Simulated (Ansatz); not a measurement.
In doubt: masses and optical values from hybrid runs of this build are listed as unsure (in some of the runs), which bears on the screening that GW takes from such a start.

GaSb (F-43m), computed twice by G0W0.

The database entry behind the starting cell differs from later determinations by our own check (about 0.4 % long), so it need not match the best structure at ambient conditions.

```
Ga Sb
1.0
     0.00000    3.05900    3.05900
     3.05900    0.00000    3.05900
     3.05900    3.05900    0.00000
Ga Sb
1 1
Direct
  0.00000 0.00000 0.00000
  0.25000 0.25000 0.25000
```

The cell and positions come from the Crystallography Open Database and are kept as given unless a step says otherwise. Spin-orbit coupling is left out unless a run names it.

The first (Ansatz 0.2.0; start r2SCAN, 4×4×4 mesh, 129 empty bands, screening to 100 eV, hard PAW files; 1 × NVIDIA H100 80GB HBM3 (shared by 6 runs) with 3 threads of AMD EPYC 7R13 (Zen 3), shared host) gave, on its mesh: starting gap 0.47 eV, G0W0 gap 0.95 eV, RPA ε∞ (mean) 155.04, 24 s.

The second gave: starting gap 0.88 eV, G0W0 gap 1.12 eV, RPA ε∞ (mean) 42.17, 25 s.

Question: What was changed in the input? Choose among start, files, mesh, bands and cutoff, frequency model or another key.

Changed: start from r2SCAN to HSE06 and files from hard PAW to PAW set soft_1. A jump of this size in the start, with ε∞ moving the other way, marks another functional. Other changes could give like numbers; this is the one that was made.

Limits: not at the basis limit; mesh may overstate the screening; screening runs away on this mesh; no spin-orbit coupling; coarse k mesh.

[Paths, hosts, dates, memory and timing lines, banners, echoed tables and standing remarks are left out of the program output.]

[Logs are printed without paths, hosts, clocks, repeated set-up lines and the standing remarks that a program may print on its own settings, such as how far it seeks lower states.]

[Runs of the session that timed out or met a known fault of the program may be left out.]

[Cells called generated may have been cut or substituted from an entry of the Crystallography Open Database or the Materials Project.]

[Hosts, paths, dates, database ids (printed as entryN), source tags and the programs' standing remarks are cut or masked in the printed files.]
